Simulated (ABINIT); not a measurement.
# Quasiparticle gap of LiHF2 (R-3m) in ABINIT, part 3 of 3

How does a plane-wave GW calculation on LiHF2 (R-3m) run from the first input to the gap?

ABINIT 10.8.3; LDA and many-body steps on it, plane waves. Known limits of the many-body steps: not at the basis limit.

So far. Step 3 (Bands along the symmetry lines): The gap is 8.102 eV, as in the run before at this level. Step 4 (Empty states on the mesh, 4×4×4 mesh, 34 bands): On this mesh the gap is 8.102 eV.

### Step 5. Screening, 4×4×4 mesh, 30 bands, screening to 106.1 eV

The RPA dielectric matrix is built and inverted for each q.

This step: RPA screening on LDA, plane waves, norm-conserving pseudopotentials.

Input file run.abi:

```
acell 3*1.0 Angstrom
rprim 
  1.466983587415 0.846963369091 4.366688724100
  -1.466983587415 0.846963369091 4.366688724100
  -0.000000000000 -1.693926738182 4.366688724100
ntypat 3
znucl 3 1 9
natom 4
typat 1 2 3 3
xred 
  0.000000000000 0.000000000000 0.000000000000
  0.500000000000 0.500000000000 0.500000000000
  0.413301880000 0.413301880000 0.413301880000
  0.586698120000 0.586698120000 0.586698120000
pp_dirpath "pseudos"
pseudos "Li.upf, H.upf, F.upf"
ecut 36
ngkpt 4 4 4
nshiftk 1
shiftk 0 0 0
kptopt 1
chksymbreak 0
istwfk *1
occopt 1
irdwfk 1
optdriver 3
nband 30
ecuteps 3.9
inclvkb 2
awtr 1
symchi 1
indata_prefix "in"
outdata_prefix "out"
tmpdata_prefix "tmp"
```

Started as:

```bash
> OMP_NUM_THREADS=1 mpirun -n 4 abinit run.abi > log
```

Numbers of over 12 decimals in the logs are rounded to 6 here.

What it wrote:

```text
.Version 10.8.3 of ABINIT. v10.8.2 released Aug 2026.

 Symmetries : space group R-3 m (#166); Bravais hR (rhombohedral)
[... echo of the input left out ...]
== DATASET  1 ==================================================================
-   mpi_nproc: 4, omp_nthreads: 1 (-1 if OMP is not activated)

--- !DatasetInfo
iteration_state: {dtset: 1, }
dimensions: {natom: 4, nkpt: 13, mband: 30, nsppol: 1, nspinor: 1, nspden: 1, mpw: 2290, }
cutoff_energies: {ecut:  36.0, pawecutdg:  -1.0, }
electrons: {nelect:   1.80000000E+01, charge:   0.00000000E+00, occopt:   1.00000000E+00, tsmear:   1.00000000E-02, }

 SCREENING: Calculation of the susceptibility and dielectric matrices

 Based on a program developped by R.W. Godby, V. Olevano, G. Onida, and L. Reining.
 Incorporated in ABINIT by V. Olevano, G.-M. Rignanese, and M. Torrent.
.Using double precision arithmetic ; gwpc =  8

[... cell and pseudopotentials left out ...]
--------------------------------------------------------------------------------

 ==== K-mesh for the wavefunctions ====
 Number of points in the irreducible wedge :    13
[... list of points left out ...]
 Together with 12 symmetry operations and time-reversal symmetry
 yields    64 points in the full Brillouin Zone.

 ==== Q-mesh for the screening function ====
 Number of points in the irreducible wedge :    13
[... list of points left out ...]
 Together with 12 symmetry operations and time-reversal symmetry
 yields    64 points in the full Brillouin Zone.

 setmesh: FFT mesh size selected  =    32x   32x   32
          total number of points  =        32768

 vcoul_init : cutoff-mode = AUXILIARY_FUNCTION
 q-points for optical limit:   1
     1)      0.000010    0.000020    0.000030

- screening: taking advantage of time-reversal symmetry
- Maximum band index for partially occupied states nbvw = 9
- Remaining bands to be divided among processors   nbcw = 21
- Number of bands treated by each node ~5

 Number of electrons calculated from density =   18.0000; Expected =   18.0000
 average of density, n =  0.081937
 r_s =    1.4283
 omega_plasma =   27.6119 [eV]

 calculating chi0 at frequencies [eV] :
  1    0.000000E+00    0.000000E+00
  2    0.000000E+00    2.761194E+01

--------------------------------------------------------------------------------
  q-point number  1        q = ( 0.000000, 0.000000, 0.000000) [r.l.u.]
--------------------------------------------------------------------------------
[... chi0 elements left out ...]
 For q-point:  0.000010 0.000020 0.000030
  dielectric constant =   1.8935
  dielectric constant without local fields =   1.9695

  Average fulfillment of the sum rule on Im[epsilon] for q-point    1 :     31.18  [%]
[... wings left out ...]
  q-point number  2        q = ( 0.250000, 0.000000, 0.000000) [r.l.u.]
--------------------------------------------------------------------------------
[... chi0 elements left out ...]
  Average fulfillment of the sum rule on Im[epsilon] for q-point    2 :     43.34  [%]

 [... 11 further q-points ...]
```

Elapsed: 11 s, on 4 MPI ranks of Intel Xeon Platinum 8488C (Sapphire Rapids), shared host; peak memory 0.73 GiB.

Numbers from this step:

```
ε∞ with local fields, on this mesh, along the program's q direction : 1.893
the same without local fields                                       : 1.970
plasma frequency                                                    : 27.61 eV
plane waves in the screening matrix                                 : 85
```

Local fields lower ε∞ by 4 %.

### Step 6. Self-energy, 4×4×4 mesh, 30 bands, screening to 106.1 eV

The self-energy is evaluated for the states that the input lists, and the levels follow from it, in one-shot runs by the linearised quasiparticle equation.

This step: G0W0 on LDA, plane waves, norm-conserving pseudopotentials.

run.abi, as its differences from that of step 5:

```diff
@@ -25,8 +25,17 @@
 irdwfk 1
-optdriver 3
+optdriver 4
 nband 30
+gwcalctyp 0
+ecutsigx 36
+symsigma 1
+nkptgw 2
+kptgw 
+  0.5000000000 0.5000000000 0.5000000000
+  0.0000000000 0.0000000000 0.0000000000
+bdgw 
+  8 11
+  8 11
 ecuteps 3.9
-inclvkb 2
-awtr 1
-symchi 1
+irdscr 1
+ppmodel 1
 indata_prefix "in"
```

What it wrote:

```text
.Version 10.8.3 of ABINIT. v10.8.2 released Aug 2026.

 Symmetries : space group R-3 m (#166); Bravais hR (rhombohedral)
[... echo of the input left out ...]
== DATASET  1 ==================================================================
-   mpi_nproc: 4, omp_nthreads: 1 (-1 if OMP is not activated)

--- !DatasetInfo
iteration_state: {dtset: 1, }
dimensions: {natom: 4, nkpt: 13, mband: 30, nsppol: 1, nspinor: 1, nspden: 1, mpw: 2290, }
cutoff_energies: {ecut:  36.0, pawecutdg:  -1.0, }
electrons: {nelect:   1.80000000E+01, charge:   0.00000000E+00, occopt:   1.00000000E+00, tsmear:   1.00000000E-02, }

 SIGMA: Calculation of the GW corrections

 Based on a program developped by R.W. Godby, V. Olevano, G. Onida, and L. Reining.
 Incorporated in ABINIT by V. Olevano, G.-M. Rignanese, and M. Torrent.
.Using double precision arithmetic ; gwpc =  8

[... cell and pseudopotentials left out ...]
--------------------------------------------------------------------------------

 ==== K-mesh for the wavefunctions ====
 Number of points in the irreducible wedge :    13
[... list of points left out ...]
 Together with 12 symmetry operations and time-reversal symmetry
 yields    64 points in the full Brillouin Zone.

 ==== Q-mesh for screening function ====
 Number of points in the irreducible wedge :    13
[... list of points left out ...]
 Together with 12 symmetry operations and time-reversal symmetry
 yields    64 points in the full Brillouin Zone.

 vcoul_init : cutoff-mode = AUXILIARY_FUNCTION
 q-points for optical limit:   1
     1)      0.000010    0.000020    0.000030
 setmesh: FFT mesh size selected  =    48x   48x   48
          total number of points  =       110592

 Number of electrons calculated from density =   18.0000; Expected =   18.0000
 average of density, n =  0.081937
 r_s =    1.4283
 omega_plasma =   27.6119 [eV]

 === KS Band Gaps ===
  >>>> For spin  1
   Minimum direct gap =   8.3056 [eV], located at k-point      :   0.0000  0.0000  0.0000
   Fundamental gap    =   8.1022 [eV], Top of valence bands at :   0.5000  0.5000  0.5000
                                       Bottom of conduction at :   0.0000  0.0000  0.0000
 SIGMA fundamental parameters:
 PLASMON POLE MODEL  1
 number of plane-waves for SigmaX                 2267
 number of plane-waves for SigmaC and W             85
 number of plane-waves for wavefunctions          2267
 number of bands                                    30
 number of independent spin polarizations            1
 number of spinorial components                      1
 number of k-points in IBZ                          13
 number of q-points in IBZ                          13
 number of symmetry operations                      12
 number of k-points in BZ                           64
 number of q-points in BZ                           64
 number of frequencies for dSigma/dE                 9
 frequency step for dSigma/dE [eV]                0.25
 number of omega for Sigma on real axis              0
 max omega for Sigma on real axis  [eV]           0.00
 zcut for avoiding poles [eV]                     0.10

 EPSILON^-1 parameters (SCR file):
 dimension of the eps^-1 matrix on file             85
 dimension of the eps^-1 matrix used                85
 number of plane-waves for wavefunctions          2267
 number of bands                                    30
 number of q-points in IBZ                          13
 number of frequencies                               2
 number of real frequencies                          1
 number of imag frequencies                          1

 matrix elements of self-energy operator (all in [eV])

 Perturbative Calculation

--- !SelfEnergy_ee
iteration_state: {dtset: 1, }
kpoint     : [   0.500,    0.500,    0.500, ]
spin       : 1
KS_gap     :    8.980
QP_gap     :   14.013
Delta_QP_KS:    5.033
data: !SigmaeeData |
     Band     E0 <VxcDFT>   SigX SigC(E0)      Z dSigC/dE  Sig(E)    E-E0       E
        8  -2.764 -22.870 -31.005   4.977   0.833  -0.201 -25.499  -2.629  -5.392
        9  -2.764 -22.870 -31.005   4.977   0.833  -0.201 -25.499  -2.629  -5.392
       10   6.216 -10.500  -5.353  -2.474   0.900  -0.112  -8.096   2.404   8.621
       11   9.482 -12.487  -6.738  -2.677   0.891  -0.123  -9.751   2.736  12.218

--- !SelfEnergy_ee
iteration_state: {dtset: 1, }
kpoint     : [   0.000,    0.000,    0.000, ]
spin       : 1
KS_gap     :    8.306
QP_gap     :   13.252
Delta_QP_KS:    4.947
data: !SigmaeeData |
     Band     E0 <VxcDFT>   SigX SigC(E0)      Z dSigC/dE  Sig(E)    E-E0       E
        8  -2.967 -22.668 -30.855   4.978   0.832  -0.202 -25.338  -2.671  -5.638
        9  -2.967 -22.668 -30.855   4.978   0.832  -0.202 -25.338  -2.671  -5.638
       10   5.338 -11.080  -6.071  -2.480   0.900  -0.111  -8.804   2.276   7.615
       11  10.038  -9.600  -3.792  -2.771   0.902  -0.109  -6.861   2.739  12.777

== END DATASET(S) ==============================================================
================================================================================

 -outvars: echo values of variables after computation  --------
           etotal      0.0000000000E+00
            nband          30
             nkpt          13
          spgroup         166
 [... the other variables as echoed above ...]

 Calculation completed.
```

Wall time 3.1 s (4 MPI ranks); peak memory 0.37 GiB; 11 s of CPU time.

This step gave:

```yaml
g0w0_gap_on_the_points_computed: 13.01 eV
starting_gap_on_the_mesh: 8.102 eV
k_of_the_valence_top: 0.5, 0.5, 0.5
k_of_the_conduction_bottom: 0, 0, 0
z_at_the_valence_top: 0.833
z_at_the_conduction_bottom: 0.9
least_direct_g0w0_gap_on_the_computed_points: 13.25 eV
```

The gap on the mesh goes from 8.10 eV to 13.01 eV, a correction of +4.90 eV.

Limits: finite bands, cutoff and mesh. v1 is the top filled band, c1 the lowest empty one. Levels before and after the correction, in eV, zero at the valence-band top of each column:

```csv
,conduction bottom,valence top
Kohn-Sham,8.10,0.00
G0W0,13.01,0.00
```

|  | level | energy (eV) |
| --- | --- | --- |
| Kohn-Sham | (0.5 0.5 0.5) v2-v1 | 0.000 |
| Kohn-Sham | (0.5 0.5 0.5) c1 | 8.980 |
| Kohn-Sham | (0.5 0.5 0.5) c2 | 12.245 |
| Kohn-Sham | Γ v2-v1 | -0.203 |
| Kohn-Sham | Γ c1 | 8.102 |
| Kohn-Sham | Γ c2 | 12.802 |
| G0W0 | (0.5 0.5 0.5) v2-v1 | 0.000 |
| G0W0 | (0.5 0.5 0.5) c1 | 14.013 |
| G0W0 | (0.5 0.5 0.5) c2 | 17.610 |
| G0W0 | Γ v2-v1 | -0.246 |
| G0W0 | Γ c1 | 13.007 |
| G0W0 | Γ c2 | 18.169 |

### Step 7. Where the time went

Times are wall times on 4 MPI ranks of Intel Xeon Platinum 8488C (Sapphire Rapids), shared host, good to a factor of about two.

```
                          step   time  share  memory (GiB)
                  ground state   25 s   45 %          0.39
bands along the symmetry lines   10 s   18 %          0.33
      empty states on the mesh  6.5 s   12 %          0.32
                     screening   11 s   20 %          0.73
                   self-energy  3.1 s    5 %          0.37
```

### Step 8. What came out

| Property | Result |
| --- | --- |
| LDA gap | 8.10 eV, indirect |
| G0W0 gap on the mesh | 13.01 eV |
| GW settings | 4×4×4 mesh, 30 bands, screening to 106.1 eV, Godby-Needs plasmon pole |
| known limits | not at the basis limit |

G0W0 moves the gap on the mesh from 8.10 eV to 13.01 eV (+4.90 eV), with Z of 0.83 and 0.90 at the edges. Local fields lower the RPA ε∞ on this mesh from 1.97 to 1.89. Only 2 of the mesh's irreducible points were corrected, so a valley elsewhere could overtake. The dearest step here is «ground state». Bands and cutoff are finite, so the gap is not at the basis limit. The miss can reach some tenths of an eV and take either sign; the mesh is an error of its own. In the G0W0 run levels were corrected at 2 k points alone, so a gap called «on the mesh» is the least over those, and an edge elsewhere would be missed.

[Paths, hosts, dates, memory and timing lines, banners, echoed tables and standing remarks are left out of the program output.]

[Logs are printed without paths, hosts, clocks, repeated set-up lines and the standing remarks that a program may print on its own settings, such as how far it seeks lower states.]

[Runs of the session that timed out or met a known fault of the program may be left out.]

[Hosts, paths, dates, database ids (printed as entryN), source tags and the programs' standing remarks are cut or masked in the printed files.]

[G0W0 gaps are taken among the corrected bands and points alone; a level outside them can change the order at an edge.]

[Where Ansatz stands beside ABINIT at settings called matched, ABINIT's density can come from a denser mesh and the files from another edition; pairs whose starting gaps differed by over 0.03 eV were left out, so agreement reads better than it is.]
